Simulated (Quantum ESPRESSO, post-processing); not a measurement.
# 1T-SnO2, 1 layer: vacuum convergence, part 2 of 2

Which setting serves for 1T-SnO2, 1 layer? The runs below step through one kind of setting.

Quantum ESPRESSO 7.5; plane-wave DFT, PBE, GBRV ultrasoft pseudopotentials.

So far. Step 3 (Electrostatic potential): Inside the slab this potential holds the local part of the pseudopotentials, which can be repulsive at the nuclei; only its value in the vacuum has a meaning of its own. Step 5 (Electrostatic potential): Counted from each run's own zero (the valence top), the vacuum level differs from the first run's by +0 meV.

### 6. SCF with pw.x: 14 Å of vacuum

File c4.in:

```
&control
  prefix = 'c4'
  outdir = './out'
  pseudo_dir = './pseudo'
  calculation = 'scf'
  tprnfor = .true.
/
&system
  ibrav = 0
  nat = 3
  ntyp = 2
  ecutwfc = 40
  ecutrho = 200
  occupations = 'smearing'
  smearing = 'fd'
  degauss = 0.004
/
&electrons
  conv_thr = 1e-07
  mixing_beta = 0.4
  electron_maxstep = 120
  mixing_mode = 'local-TF'
/
ATOMIC_SPECIES
  O   15.9990  o_pbe_v1.2.uspp.F.UPF
  Sn  118.7100  sn_pbe_v1.4.uspp.F.UPF
CELL_PARAMETERS angstrom
  3.22000000000000 0.00000000000000 0.00000000000000
  -1.61000000000000 2.78860180018589 0.00000000000000
  0.00000000000000 0.00000000000000 15.78885438199983
ATOMIC_POSITIONS crystal
  O   0.666666666667 0.333333333333 0.443350722645
  Sn  0.000000000000 0.000000000000 0.500000000000
  O   0.333333333333 0.666666666667 0.556649277355
K_POINTS automatic
  12 12 1 0 0 0
```

Started as:

```sh
OMP_NUM_THREADS=1 mpirun -n 4 pw.x -nk 4 -in c4.in > c4.out
```

Output:

```text
[banner, memory and clock lines left out]
Program PWSCF v.7.5 starts
[...]
Message from routine setup:
[...]
number of electrons       =        26.00
     number of Kohn-Sham states=           17
     kinetic-energy cutoff     =      40.0000  Ry
     charge density cutoff     =     200.0000  Ry
[...]
number of k points=    19  Fermi-Dirac smearing, width (Ry)=  0.0040
[...]
Dense  grid:    45717 G-vectors     FFT dimensions: (  27,  27, 135)
[...]
negative rho (up, down):  2.120E-04 0.000E+00
     Starting wfcs are   17 randomized atomic wfcs
[...]
negative rho (up, down):  9.235E-04 0.000E+00
[...]
estimated scf accuracy    <       0.85812616 Ry
[...]
negative rho (up, down):  8.306E-03 0.000E+00
[...]
estimated scf accuracy    <       0.37278845 Ry
[...]
negative rho (up, down):  2.298E-02 0.000E+00
[...]
estimated scf accuracy    <       0.06498906 Ry
[...]
negative rho (up, down):  2.631E-02 0.000E+00
[...]
estimated scf accuracy    <       0.01199926 Ry
[...]
negative rho (up, down):  2.525E-02 0.000E+00
[...]
estimated scf accuracy    <       0.00367512 Ry
[...]
negative rho (up, down):  2.557E-02 0.000E+00
[...]
estimated scf accuracy    <       0.00254806 Ry
[...]
negative rho (up, down):  1.312E-02 0.000E+00
[...]
estimated scf accuracy    <       0.00112285 Ry
[...]
negative rho (up, down):  8.425E-03 0.000E+00
[...]
estimated scf accuracy    <       0.00030910 Ry
[...]
negative rho (up, down):  1.746E-03 0.000E+00
[...]
estimated scf accuracy    <       0.00040831 Ry
[...]
negative rho (up, down):  9.236E-04 0.000E+00
[...]
estimated scf accuracy    <       0.00007525 Ry
[...]
negative rho (up, down):  2.635E-04 0.000E+00
[...]
estimated scf accuracy    <       0.00002105 Ry
[...]
negative rho (up, down):  2.488E-04 0.000E+00
[...]
estimated scf accuracy    <       0.00000071 Ry
[...]
negative rho (up, down):  2.228E-04 0.000E+00
[...]
estimated scf accuracy    <       0.00000040 Ry
[...]
negative rho (up, down):  2.257E-04 0.000E+00
[...]
the Fermi energy is    -1.8844 ev
!    total energy              =    -223.85254899 Ry
     estimated scf accuracy    <       0.00000004 Ry
     smearing contrib. (-TS)   =      -0.00000000 Ry
     internal energy E=F+TS    =    -223.85254899 Ry
[...]
one-electron contribution =    -963.27421985 Ry
     hartree contribution      =     490.15728273 Ry
     xc contribution           =     -57.94263071 Ry
     ewald contribution        =     307.20701884 Ry
     convergence has been achieved in  14 iterations
     negative rho (up, down):  2.257E-04 0.000E+00
[...]
Total force =     0.096807     Total SCF correction =     0.000159
[...]
```

The job ended after 12 s (4 MPI ranks of Intel Xeon Platinum 8488C (Sapphire Rapids), shared host; peak memory 0.44 GiB; 48 s of CPU time).

This step gave:

- Fermi energy: -1.884 eV
- valence top, on the run's zero: -3.588 eV
- conduction bottom, on the run's zero: -0.8152 eV
- gap by band count: 2.772 eV

The program's own clock; routines nest. Time by routine:

| routine | wall time (s) | calls |
| --- | --- | --- |
| PWSCF | 11.58 | 1 |
| electrons | 10.33 | 1 |
| c_bands | 5.46 | 14 |
| cegterg | 4.43 | 70 |
| h_psi | 3.35 | 411 |
| vloc_psi | 2.77 | 411 |
| fftw | 2.62 | 8148 |
| mix_rho | 2.4 | 14 |
| sum_band | 1.43 | 14 |
| ffts | 1.04 | 1608 |
| init_run | 0.94 | 1 |
| newd | 0.64 | 15 |
| v_of_rho | 0.46 | 15 |
| calbec | 0.41 | 501 |

### 7. Potential by pp.x

File c4.pot.in:

```
&inputpp
  prefix = 'c4'
  outdir = './out'
  filplot = 'c4.pot.dat'
  plot_num = 11
/
```

Started as:

```sh
OMP_NUM_THREADS=1 mpirun -n 4 pp.x -in c4.pot.in > c4.pot.out
```

Run time: 1.2 s. Hardware: 4 MPI ranks; peak memory 0.1 GiB.

Counted from each run's own zero (the valence top), the vacuum level differs from the first run's by -0 meV.

### 8. Self-consistent run: 12 Å of vacuum

c6.in, as its differences from the input of step 6:

```diff
@@ -1,3 +1,3 @@
 &control
-  prefix = 'c4'
+  prefix = 'c6'
   outdir = './out'
@@ -29,7 +29,7 @@
   -1.61000000000000 2.78860180018589 0.00000000000000
-  0.00000000000000 0.00000000000000 15.78885438199983
+  0.00000000000000 0.00000000000000 13.78885438199983
 ATOMIC_POSITIONS crystal
-  O   0.666666666667 0.333333333333 0.443350722645
+  O   0.666666666667 0.333333333333 0.435134046222
   Sn  0.000000000000 0.000000000000 0.500000000000
-  O   0.333333333333 0.666666666667 0.556649277355
+  O   0.333333333333 0.666666666667 0.564865953778
 K_POINTS automatic
```

Started as:

```sh
OMP_NUM_THREADS=1 mpirun -n 4 pw.x -nk 4 -in c6.in > c6.out
```

Output:

```text
[banner, memory and clock lines left out]
Program PWSCF v.7.5 starts
[...]
Message from routine setup:
[...]
number of electrons       =        26.00
     number of Kohn-Sham states=           17
     kinetic-energy cutoff     =      40.0000  Ry
     charge density cutoff     =     200.0000  Ry
[...]
number of k points=    19  Fermi-Dirac smearing, width (Ry)=  0.0040
[...]
Dense  grid:    39963 G-vectors     FFT dimensions: (  27,  27, 120)
[...]
negative rho (up, down):  1.660E-04 0.000E+00
     Starting wfcs are   17 randomized atomic wfcs
[...]
negative rho (up, down):  8.375E-04 0.000E+00
[...]
estimated scf accuracy    <       0.85757449 Ry
[...]
negative rho (up, down):  7.831E-03 0.000E+00
[...]
estimated scf accuracy    <       0.36259573 Ry
[...]
negative rho (up, down):  2.213E-02 0.000E+00
[...]
estimated scf accuracy    <       0.06490532 Ry
[...]
negative rho (up, down):  2.497E-02 0.000E+00
[...]
estimated scf accuracy    <       0.01132924 Ry
[...]
negative rho (up, down):  2.316E-02 0.000E+00
[...]
estimated scf accuracy    <       0.00350296 Ry
[...]
negative rho (up, down):  2.345E-02 0.000E+00
[...]
estimated scf accuracy    <       0.00251712 Ry
[...]
negative rho (up, down):  9.245E-03 0.000E+00
[...]
estimated scf accuracy    <       0.00094876 Ry
[...]
negative rho (up, down):  6.703E-03 0.000E+00
[...]
estimated scf accuracy    <       0.00020317 Ry
[...]
negative rho (up, down):  6.672E-04 0.000E+00
[...]
estimated scf accuracy    <       0.00019780 Ry
[...]
negative rho (up, down):  4.532E-04 0.000E+00
[...]
estimated scf accuracy    <       0.00003625 Ry
[...]
negative rho (up, down):  1.825E-04 0.000E+00
[...]
estimated scf accuracy    <       0.00001497 Ry
[...]
negative rho (up, down):  1.848E-04 0.000E+00
[...]
estimated scf accuracy    <       0.00000025 Ry
[...]
negative rho (up, down):  1.681E-04 0.000E+00
[...]
the Fermi energy is    -1.2655 ev
!    total energy              =    -223.85254978 Ry
     estimated scf accuracy    <       0.00000007 Ry
     smearing contrib. (-TS)   =      -0.00000000 Ry
     internal energy E=F+TS    =    -223.85254978 Ry
[...]
one-electron contribution =    -800.98255583 Ry
     hartree contribution      =     409.60593173 Ry
     xc contribution           =     -57.94301401 Ry
     ewald contribution        =     225.46708832 Ry
     convergence has been achieved in  13 iterations
     negative rho (up, down):  1.681E-04 0.000E+00
[...]
Total force =     0.096942     Total SCF correction =     0.000323
[...]
```

Elapsed: 11 s, on 4 MPI ranks; peak memory 0.41 GiB; 42 s of CPU time.

This step gave:

- Fermi energy: -1.266 eV
- valence top, on the run's zero: -2.968 eV
- conduction bottom, on the run's zero: -0.1956 eV

The program's own clock; routines nest. Time by routine:

| routine | wall time (s) | calls |
| --- | --- | --- |
| PWSCF | 10.07 | 1 |
| electrons | 8.24 | 1 |
| c_bands | 4.37 | 13 |
| cegterg | 3.4 | 65 |
| h_psi | 2.65 | 346 |
| vloc_psi | 2.2 | 346 |
| fftw | 2.1 | 7407 |
| mix_rho | 1.77 | 13 |
| init_run | 1.54 | 1 |
| sum_band | 1.24 | 13 |
| ffts | 0.92 | 1483 |
| hinit0 | 0.78 | 1 |
| fft | 0.76 | 191 |
| newd | 0.52 | 14 |

### 9. Electrostatic potential

File c6.pot.in:

```
&inputpp
  prefix = 'c6'
  outdir = './out'
  filplot = 'c6.pot.dat'
  plot_num = 11
/
```

Started as:

```sh
OMP_NUM_THREADS=1 mpirun -n 4 pp.x -in c6.pot.in > c6.pot.out
```

It took 1.4 s on 4 MPI ranks; peak memory 0.1 GiB; 4.4 s of CPU time.

Counted from each run's own zero (the valence top), the vacuum level differs from the first run's by -0 meV.

### 10. Ground state: 10 Å of vacuum

c8.in, as its differences from the input of step 8:

```diff
@@ -1,3 +1,3 @@
 &control
-  prefix = 'c6'
+  prefix = 'c8'
   outdir = './out'
@@ -29,7 +29,7 @@
   -1.61000000000000 2.78860180018589 0.00000000000000
-  0.00000000000000 0.00000000000000 13.78885438199983
+  0.00000000000000 0.00000000000000 11.78885438199983
 ATOMIC_POSITIONS crystal
-  O   0.666666666667 0.333333333333 0.435134046222
+  O   0.666666666667 0.333333333333 0.424129422417
   Sn  0.000000000000 0.000000000000 0.500000000000
-  O   0.333333333333 0.666666666667 0.564865953778
+  O   0.333333333333 0.666666666667 0.575870577583
 K_POINTS automatic
```

Started as:

```sh
OMP_NUM_THREADS=1 mpirun -n 4 pw.x -nk 4 -in c8.in > c8.out
```

Output:

```text
[banner, memory and clock lines left out]
Program PWSCF v.7.5 starts
[...]
Message from routine setup:
[...]
number of electrons       =        26.00
     number of Kohn-Sham states=           17
     kinetic-energy cutoff     =      40.0000  Ry
     charge density cutoff     =     200.0000  Ry
[...]
number of k points=    19  Fermi-Dirac smearing, width (Ry)=  0.0040
[...]
Dense  grid:    34127 G-vectors     FFT dimensions: (  27,  27, 108)
[...]
negative rho (up, down):  1.109E-04 0.000E+00
     Starting wfcs are   17 randomized atomic wfcs
[...]
negative rho (up, down):  7.289E-04 0.000E+00
[...]
estimated scf accuracy    <       0.85742306 Ry
[...]
negative rho (up, down):  7.548E-03 0.000E+00
[...]
estimated scf accuracy    <       0.37253565 Ry
[...]
negative rho (up, down):  2.130E-02 0.000E+00
[...]
estimated scf accuracy    <       0.06470022 Ry
[...]
negative rho (up, down):  2.391E-02 0.000E+00
[...]
estimated scf accuracy    <       0.01137231 Ry
[...]
negative rho (up, down):  2.093E-02 0.000E+00
[...]
estimated scf accuracy    <       0.00335948 Ry
[...]
negative rho (up, down):  2.049E-02 0.000E+00
[...]
estimated scf accuracy    <       0.00212437 Ry
[...]
negative rho (up, down):  5.188E-03 0.000E+00
[...]
estimated scf accuracy    <       0.00075544 Ry
[...]
negative rho (up, down):  3.517E-03 0.000E+00
[...]
estimated scf accuracy    <       0.00010111 Ry
[...]
negative rho (up, down):  1.666E-04 0.000E+00
[...]
estimated scf accuracy    <       0.00008792 Ry
[...]
negative rho (up, down):  1.587E-04 0.000E+00
[...]
estimated scf accuracy    <       0.00001174 Ry
[...]
negative rho (up, down):  1.092E-04 0.000E+00
[...]
estimated scf accuracy    <       0.00000501 Ry
[...]
negative rho (up, down):  1.178E-04 0.000E+00
[...]
estimated scf accuracy    <       0.00000013 Ry
[...]
negative rho (up, down):  1.145E-04 0.000E+00
[...]
the Fermi energy is    -0.4371 ev
!    total energy              =    -223.85254954 Ry
     estimated scf accuracy    <       0.00000005 Ry
     smearing contrib. (-TS)   =      -0.00000000 Ry
     internal energy E=F+TS    =    -223.85254954 Ry
[...]
one-electron contribution =    -640.24320783 Ry
     hartree contribution      =     330.03041413 Ry
     xc contribution           =     -57.94308648 Ry
     ewald contribution        =     144.30333063 Ry
     convergence has been achieved in  13 iterations
     negative rho (up, down):  1.145E-04 0.000E+00
[...]
Total force =     0.096906     Total SCF correction =     0.000188
[...]
```

Elapsed: 8.9 s, on 4 MPI ranks; peak memory 0.38 GiB.

Numbers from this step:

| Item | Value |
| --- | --- |
| Fermi energy | -0.4371 eV |
| valence top, on the run's zero | -2.137 eV |
| conduction bottom, on the run's zero | 0.6352 eV |

The program's own clock; routines nest. Time by routine:

| routine | wall time (s) | calls |
| --- | --- | --- |
| PWSCF | 8.18 | 1 |
| electrons | 6.75 | 1 |
| c_bands | 3.59 | 13 |
| cegterg | 2.64 | 65 |
| h_psi | 2.08 | 315 |
| vloc_psi | 1.72 | 315 |
| fftw | 1.65 | 7297 |
| mix_rho | 1.38 | 13 |
| init_run | 1.18 | 1 |
| sum_band | 0.98 | 13 |
| ffts | 0.77 | 1475 |
| newd | 0.55 | 14 |
| hinit0 | 0.53 | 1 |
| fft | 0.46 | 191 |

### 11. Electrostatic potential

File c8.pot.in:

```
&inputpp
  prefix = 'c8'
  outdir = './out'
  filplot = 'c8.pot.dat'
  plot_num = 11
/
```

Started as:

```sh
OMP_NUM_THREADS=1 mpirun -n 4 pp.x -in c8.pot.in > c8.pot.out
```

Run time: 1.2 s. Hardware: 4 MPI ranks; peak memory 0.1 GiB; 3.8 s of CPU time.

Counted from each run's own zero (the valence top), the vacuum level differs from the first run's by -0 meV.

### 12. Ground state: 8 Å of vacuum

c10.in, as its differences from the input of step 10:

```diff
@@ -1,3 +1,3 @@
 &control
-  prefix = 'c8'
+  prefix = 'c10'
   outdir = './out'
@@ -29,7 +29,7 @@
   -1.61000000000000 2.78860180018589 0.00000000000000
-  0.00000000000000 0.00000000000000 11.78885438199983
+  0.00000000000000 0.00000000000000 9.78885438199983
 ATOMIC_POSITIONS crystal
-  O   0.666666666667 0.333333333333 0.424129422417
+  O   0.666666666667 0.333333333333 0.408628001184
   Sn  0.000000000000 0.000000000000 0.500000000000
-  O   0.333333333333 0.666666666667 0.575870577583
+  O   0.333333333333 0.666666666667 0.591371998816
 K_POINTS automatic
```

Started as:

```sh
OMP_NUM_THREADS=1 mpirun -n 4 pw.x -nk 4 -in c10.in > c10.out
```

Output:

```text
[banner, memory and clock lines left out]
Program PWSCF v.7.5 starts
[...]
Message from routine setup:
[...]
number of electrons       =        26.00
     number of Kohn-Sham states=           17
     kinetic-energy cutoff     =      40.0000  Ry
     charge density cutoff     =     200.0000  Ry
[...]
number of k points=    19  Fermi-Dirac smearing, width (Ry)=  0.0040
[...]
Dense  grid:    28361 G-vectors     FFT dimensions: (  27,  27,  90)
[...]
negative rho (up, down):  3.385E-05 0.000E+00
     Starting wfcs are   17 randomized atomic wfcs
[...]
negative rho (up, down):  4.315E-04 0.000E+00
[...]
estimated scf accuracy    <       0.85797393 Ry
[...]
negative rho (up, down):  6.109E-03 0.000E+00
[...]
estimated scf accuracy    <       0.37077448 Ry
[...]
negative rho (up, down):  1.774E-02 0.000E+00
[...]
estimated scf accuracy    <       0.06447932 Ry
[...]
negative rho (up, down):  1.942E-02 0.000E+00
[...]
estimated scf accuracy    <       0.01039671 Ry
[...]
negative rho (up, down):  1.440E-02 0.000E+00
[...]
estimated scf accuracy    <       0.00303827 Ry
[...]
negative rho (up, down):  1.375E-02 0.000E+00
[...]
estimated scf accuracy    <       0.00209842 Ry
[...]
negative rho (up, down):  1.534E-03 0.000E+00
[...]
estimated scf accuracy    <       0.00045130 Ry
[...]
negative rho (up, down):  1.208E-03 0.000E+00
[...]
estimated scf accuracy    <       0.00007731 Ry
[...]
negative rho (up, down):  4.961E-05 0.000E+00
[...]
estimated scf accuracy    <       0.00003316 Ry
[...]
negative rho (up, down):  2.559E-05 0.000E+00
[...]
estimated scf accuracy    <       0.00000239 Ry
[...]
negative rho (up, down):  3.749E-05 0.000E+00
[...]
estimated scf accuracy    <       0.00000162 Ry
[...]
negative rho (up, down):  3.818E-05 0.000E+00
[...]
the Fermi energy is     0.7212 ev
!    total energy              =    -223.85254536 Ry
     estimated scf accuracy    <       0.00000005 Ry
     smearing contrib. (-TS)   =      -0.00000000 Ry
     internal energy E=F+TS    =    -223.85254536 Ry
[...]
one-electron contribution =    -482.01020690 Ry
     hartree contribution      =     252.03158065 Ry
     xc contribution           =     -57.94282471 Ry
     ewald contribution        =      64.06890561 Ry
     convergence has been achieved in  12 iterations
     negative rho (up, down):  3.818E-05 0.000E+00
[...]
Total force =     0.096842     Total SCF correction =     0.000171
[...]
```

Elapsed: 7 s, on 4 MPI ranks; peak memory 0.35 GiB.

This step gave:

| Property | Result |
| --- | --- |
| free energy | -3045.6690 eV |
| Fermi energy | 0.7212 eV |
| valence top, on the run's zero | -0.9658 eV |
| conduction bottom, on the run's zero | 1.803 eV |
| gap by band count | 2.769 eV |

The program's own clock; routines nest. Time by routine:

| routine | wall time (s) | calls |
| --- | --- | --- |
| PWSCF | 6.28 | 1 |
| electrons | 5.14 | 1 |
| c_bands | 2.71 | 12 |
| cegterg | 1.92 | 60 |
| h_psi | 1.48 | 278 |
| vloc_psi | 1.24 | 278 |
| fftw | 1.21 | 6632 |
| mix_rho | 1.04 | 12 |
| init_run | 0.88 | 1 |
| sum_band | 0.8 | 12 |
| ffts | 0.56 | 1378 |
| hinit0 | 0.48 | 1 |
| fft | 0.42 | 178 |
| newd | 0.36 | 13 |

### 13. Electrostatic potential

File c10.pot.in:

```
&inputpp
  prefix = 'c10'
  outdir = './out'
  filplot = 'c10.pot.dat'
  plot_num = 11
/
```

Started as:

```sh
OMP_NUM_THREADS=1 mpirun -n 4 pp.x -in c10.pot.in > c10.pot.out
```

The job ended after 1.2 s (4 MPI ranks; peak memory 0.1 GiB).

Counted from each run's own zero (the valence top), the vacuum level differs from the first run's by -0 meV.

### 14. The series side by side

All levels:

| level | vacuum level over the valence top (eV) | its change from the first (meV) | energy from the first (meV an atom) | SCF iterations | wall time (s) | peak memory (GiB) | CPU time (s) |
| --- | --- | --- | --- | --- | --- | --- | --- |
| 24 Å of vacuum | 7.866 | 0 | 0 | 16 | 31.55 | 0.65 | 125.1 |
| 18 Å of vacuum | 7.866 | 0.174 | -0.002222 | 14 | 16.68 | 0.43 | 65.77 |
| 14 Å of vacuum | 7.866 | -0.09012 | -1.81e-4 | 14 | 12.32 | 0.44 | 48.23 |
| 12 Å of vacuum | 7.866 | -0.06392 | -0.003764 | 13 | 10.78 | 0.41 | 42.22 |
| 10 Å of vacuum | 7.866 | -0.2446 | -0.002676 | 13 | 8.9 | 0.38 | 34.71 |
| 8 Å of vacuum | 7.866 | -0.3554 | 0.01628 | 12 | 7 | 0.35 | 27.07 |

### 15. Outcome

* vacuum level over the valence top, 24 Å of vacuum: 7.866 eV
* cheapest step of the main series that, with all steps before it, keeps the vacuum level within 20 meV of the first: 8 Å of vacuum: -0 meV, 27 s of CPU time against 2.1 min
* setting with the largest shift of the level: 8 Å of vacuum: -0 meV

The cheapest step of the main series that, with all steps before it, keeps the vacuum level within 20 meV of the first is 8 Å of vacuum: -0 meV, 27 s of CPU time against 2.1 min. Over the series the energy moves by up to 0.0163 meV an atom and the vacuum level by up to 0 meV. The level is read in the middle of the vacuum, where a short gap still holds the tails of both faces. The times come from a shared host and are rough. Peak memory is sampled during the run and can miss the peak. The geometry is as built, not relaxed.

[Logs are printed without paths, hosts, clocks, repeated set-up lines and the standing remarks that a program may print on its own settings, such as how far it seeks lower states.]

[Hosts, paths, dates, database ids (printed as entryN), source tags and the programs' standing remarks are cut or masked in the printed files.]

[Maps of the electrostatic potential energy from Ansatz leave out the sawtooth potential of an applied field or a dipole correction, so their vacuum need not be flat; planar profiles and work functions include it.]
